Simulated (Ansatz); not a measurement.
## P on Ta(110): change of the work function: cost of one run

Ansatz 0.2.0; plane-wave DFT, PBE, Ansatz PAW. The cell holds 37 atoms.

The input, input.yaml:

```yaml
crystal:
  lattice:
    - [7.0215703371, -4.965, 0.0]
    - [7.0215703371, 4.965, 0.0]
    - [0.0, 0.0, 27.3007348452]
  atoms:
    - { symbol: Ta, position: [0.0, 0.0, 0.329661456] }
    - { symbol: Ta, position: [0.1666666667, 0.1666666667, 0.415392608] }
    - { symbol: Ta, position: [0.0, 0.0, 0.5012116042] }
[... 28 atom lines left out ...]
    - { symbol: Ta, position: [0.8333333333, 0.5, 0.5836032313] }
    - { symbol: Ta, position: [0.6666666667, 0.6666666667, 0.329661456] }
    - { symbol: Ta, position: [0.8333333333, 0.8333333333, 0.415392608] }
    - { symbol: Ta, position: [0.6666666667, 0.6666666667, 0.5012116042] }
    - { symbol: Ta, position: [0.8333333333, 0.8333333333, 0.5836032313] }
    - { symbol: P, position: [0.28, 0.28, 0.670338544] }
kpoints:
  mp_grid: { grid: [4, 4, 1] }
hamiltonian:
  xc: pbe
scf:
  occupations: { method: fermi_dirac, width: 0.1 }
  convergence: { dr2_threshold: 1.0e-08 }
efield:
  axis: 3
  dipole_correction: true
  ramp_position: 0.97
  ramp_width: 0.06
relax:
  f_tol: 0.02
  max_steps: 60
  constraints:
    - { sites: [0, 1, 4, 5, 8, 9, 12, 13, 16, 17, 20, 21, 24, 25, 28, 29, 32, 33] }
output:
  write_potential: true
  write_density: true
  volumetric_format: npy
```

On the command line:

```console
ansatz run input.yaml --threads 4 --pin off --max-ram 16384MiB --backend cpu --events-out ev --progress --plain --runs-dir out
```

The cutoff in use is 420 eV. For reference, a run of the same kind (17 atoms, 13 k-points, 128 bands and 16,591 plane waves; 88 SCF cycles) took 7.9 min and 3 GiB on the same hardware.

Q: Estimate wall time and peak memory on 4 threads of Arm Neoverse V1, shared host.

A cutoff of 420 eV is a sphere of radius 10.5 Å⁻¹, so a cell of 1904 Å³ holds about V·G³/6π² = 37,201 plane waves. At two electrons a band, the 473 electrons need 237 bands, and 47 more are carried. Symmetry cuts the 4×4×1 mesh from 16 to 7 points. The run has 7 k-points, 284 bands and 37,269 plane waves. Taking the work of a cycle as k-points × spins × bands × plane waves, that is 2.7 times the reference, or 21 min at the reference's 88 cycles. The run needed 79 SCF cycles over 9 ionic steps, which makes it about 19 min. One copy of the wavefunctions takes 1.1 GiB at 16 bytes a coefficient, against 0.41 GiB in the reference; grids, projectors and work arrays come on top. Measured: about 24 min, with a peak of 9.7 GiB. The run took longer than the estimate, which leaves out the steps that grow as the square of the band count.

[Logs are printed without paths, hosts, clocks, repeated set-up lines and the standing remarks that a program may print on its own settings, such as how far it seeks lower states.]

[Hosts, paths, dates, database ids (printed as entryN), source tags and the programs' standing remarks are cut or masked in the printed files.]

[Maps of the electrostatic potential energy from Ansatz leave out the sawtooth potential of an applied field or a dipole correction, so their vacuum need not be flat; planar profiles and work functions include it.]
